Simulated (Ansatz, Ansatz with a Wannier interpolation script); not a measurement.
# Settings in Wannier-interpolated G0W0: MgAl2C2 (P-3m1), part 2 of 2

Aim: vary the Wannier model and the GW settings for MgAl2C2 (P-3m1) and see what the interpolated bands lose.

Ansatz 0.2.0; maximally localised Wannier functions, LDA, plane waves, PAW. Known limits of the many-body steps: not at the basis limit; coarse k mesh.

So far. Step 3 (Wannier model on 6×6×4): Near the gap the model misses directly solved bands by 7.6 meV r.m.s. and by 41 meV at most in the window tested. This tests the starting bands, not the corrections carried with them.

**5. G0W0: 6×6×4 mesh, 216 empty bands, screening to 140 eV**

Now the one-shot GW correction: screening in the RPA, then the self-energy of the levels asked for.

This step: G0W0 on LDA, plane waves, PAW.

input.yaml reads:

```yaml
crystal:
  lattice:
    - [3.377, 0.0, 0.0]
    - [-1.6885, 2.9245677886, 0.0]
    - [0.0, 0.0, 5.817]
  atoms:
    - { symbol: Mg, position: [0.0, 0.0, 0.0] }
    - { symbol: Al, position: [0.3333333333, 0.6666666667, 0.3502551946] }
    - { symbol: Al, position: [0.6666666667, 0.3333333333, 0.6497448054] }
    - { symbol: C, position: [0.3333333333, 0.6666666667, 0.7282484982] }
    - { symbol: C, position: [0.6666666667, 0.3333333333, 0.2717515018] }
kpoints:
  mp_grid: { grid: [6, 6, 4] }
hamiltonian:
  xc: lda
scf:
  occupations: { method: fixed }
gw:
  n_empty_bands: 216
  ecut_chi: 140.0
  qp_bands: [v6, c4]
  screening: { model: contour_deformation }
```

Command:

```bash
> ansatz run input.yaml --threads 4 --pin off --max-ram 18432MiB --backend cpu --events-out ev --progress --plain --runs-dir out
```

Numbers of over 12 decimals in the logs are rounded to 6 here.

The program printed:

```text
[...]
Crystal: 5 atoms, lattice volume = 57.450 Å³
Basis set: ecut = 420 eV, 1135 PW (Γ)
Bands: 17, of which v1, the nominal top of the filled ones, is band 12 counted from 1 (11 counted from 0)
Symmetry: 12 space group operations
[...]
k-points: 24 of 144
[...]
0    14     12.9202    -8.4557    -4.7159   -13.7393  0.7736    13.4918    13.4878  root
[...]
23    13     11.7904    -6.9318    -4.3236   -11.7147  0.7892    12.2520    12.2497  root
    23    14     11.7904    -6.9318    -4.3236   -11.7147  0.7892    12.2520    12.2497  root
    23    15     12.6446    -6.2130    -4.6338   -11.3076  0.7790    13.1084    13.1055  root
    23    16     14.2977    -7.4482    -5.1634   -13.3469  0.7673    15.0422    15.0331  root
[key lines of the parts left out:]
SCF converged after 7 iterations
Free energy (F): -3413.877444 eV
Fermi energy:    8.308005 eV
```

It took 4.3 min on 4 threads of Arm Neoverse V1, shared host; peak memory 0.64 GiB.

The G0W0 gap on the mesh is 2.552 eV.

**6. G0W0: 3×3×2 mesh, 216 empty bands, screening to 140 eV**

input.yaml: that of step 5 with these lines changed.

```diff
@@ -12,3 +12,3 @@
 kpoints:
-  mp_grid: { grid: [6, 6, 4] }
+  mp_grid: { grid: [3, 3, 2] }
 hamiltonian:
```

The program printed:

```text
[...]
Crystal: 5 atoms, lattice volume = 57.450 Å³
Basis set: ecut = 420 eV, 1135 PW (Γ)
Bands: 17, of which v1, the nominal top of the filled ones, is band 12 counted from 1 (11 counted from 0)
Symmetry: 12 space group operations
[...]
k-points: 6 of 18
[...]
0    14     12.9377    -8.1044    -5.0651   -13.7144  0.7662    13.4876    13.4826  root
[...]
5    13     11.8036    -6.8248    -4.4883   -11.7209  0.7886    12.2131    12.2114  root
     5    14     11.8036    -6.8248    -4.4883   -11.7209  0.7886    12.2131    12.2114  root
     5    15     12.6637    -6.1200    -4.7545   -11.2815  0.7765    13.0739    13.0708  root
     5    16     14.3134    -7.4532    -5.2132   -13.3495  0.7647    14.9986    14.9965  root
[key lines of the parts left out:]
SCF converged after 6 iterations
Free energy (F): -3413.518339 eV
Fermi energy:    8.226390 eV
```

It took 8.7 s on 4 threads; peak memory 0.57 GiB.

The G0W0 gap on the mesh is 3.250 eV.

**7. G0W0: 6×6×4 mesh, 100 empty bands, screening to 84 eV, plasmon pole**

input.yaml: that of step 6 with these lines changed.

```diff
@@ -12,3 +12,3 @@
 kpoints:
-  mp_grid: { grid: [3, 3, 2] }
+  mp_grid: { grid: [6, 6, 4] }
 hamiltonian:
@@ -18,5 +18,5 @@
 gw:
-  n_empty_bands: 216
-  ecut_chi: 140.0
+  n_empty_bands: 100
+  ecut_chi: 84
   qp_bands: [v6, c4]
-  screening: { model: contour_deformation }
+  screening: { model: godby_needs }
```

The program printed:

```text
[...]
Crystal: 5 atoms, lattice volume = 57.450 Å³
Basis set: ecut = 420 eV, 1135 PW (Γ)
Bands: 17, of which v1, the nominal top of the filled ones, is band 12 counted from 1 (11 counted from 0)
Symmetry: 12 space group operations
[...]
k-points: 24 of 144
[...]
0    14     12.9202    -8.4557    -4.5115   -13.7393  0.7885    13.6968    13.6923  root
[...]
23    13     11.7904    -6.9318    -4.1822   -11.7147  0.8016    12.3935    12.3911  root
    23    14     11.7904    -6.9318    -4.1822   -11.7147  0.8016    12.3935    12.3911  root
    23    15     12.6446    -6.2130    -4.4571   -11.3076  0.7972    13.2847    13.2822  root
    23    16     14.2977    -7.4482    -4.9281   -13.3469  0.7912    15.2763    15.2683  root
[key lines of the parts left out:]
SCF converged after 7 iterations
Free energy (F): -3413.877444 eV
Fermi energy:    8.308005 eV
```

Wall time 89 s (4 threads); peak memory 0.57 GiB; 5.7 min of CPU time.

The G0W0 gap on the mesh is 2.383 eV.

**8. Interpolated results**

Times are wall times on 4 threads of Arm Neoverse V1, shared host, good to a factor of about two.

```csv
GW mesh,empty bands,cutoff (eV),frequency,gap on mesh (eV),gap over zone (eV),direct gap (eV),valence width (eV),GW time
6×6×4,216,140,contour deformation,2.552,2.402,3.697,6.689,4.3 min
3×3×2,216,140,contour deformation,3.250,2.249,3.541,6.785,8.7 s
6×6×4,100,84,plasmon pole,2.383,2.235,3.590,7.002,89 s
```

**9. Outcome**

| Item | Value |
| --- | --- |
| 6×6×4 mesh, 216 empty bands, screening to 140 eV | 2.40 eV |
| 3×3×2 mesh, 216 empty bands, screening to 140 eV | 2.25 eV |
| 6×6×4 mesh, 100 empty bands, screening to 84 eV, plasmon pole | 2.23 eV |

In words: The largest change, −0.17 eV in the gap over the zone, comes with 6×6×4 mesh, 100 empty bands, screening to 84 eV, plasmon pole. The first run is a reference, not a converged one, and where a row moves several settings no single cause can be named. Rows on another GW mesh add that mesh's corrections to the bands of the one model. Coarser Wannier mesh (6×6×4): the miss near the gap goes from under 1 (the model on 12×12×8) to 8 meV and the total spread from 34.2 to 32.4 Å². Nothing frozen (6×6×4): the miss near the gap goes from 8 (the model on 6×6×4) to 149 meV and the total spread from 32.4 to 38.2 Å². With 3×3×2 mesh, 216 empty bands, screening to 140 eV the gap over the zone moves by −0.15 eV and that on the mesh by +0.70 eV. With 6×6×4 mesh, 100 empty bands, screening to 84 eV, plasmon pole the gap over the zone moves by −0.17 eV and that on the mesh by −0.17 eV. Gaps over the zone and on the mesh differ where an edge lies off the mesh, or where a GW run starts from another density: the starting gap over the zone is 1.724 eV, on the GW meshes it is 1.842 eV and 2.456 eV.

[Paths, hosts, dates, memory and timing lines, banners, echoed tables and standing remarks are left out of the program output.]

[Logs are printed without paths, hosts, clocks, repeated set-up lines and the standing remarks that a program may print on its own settings, such as how far it seeks lower states.]

[Runs of the session that timed out or met a known fault of the program may be left out.]

[Hosts, paths, dates, database ids (printed as entryN), source tags and the programs' standing remarks are cut or masked in the printed files.]
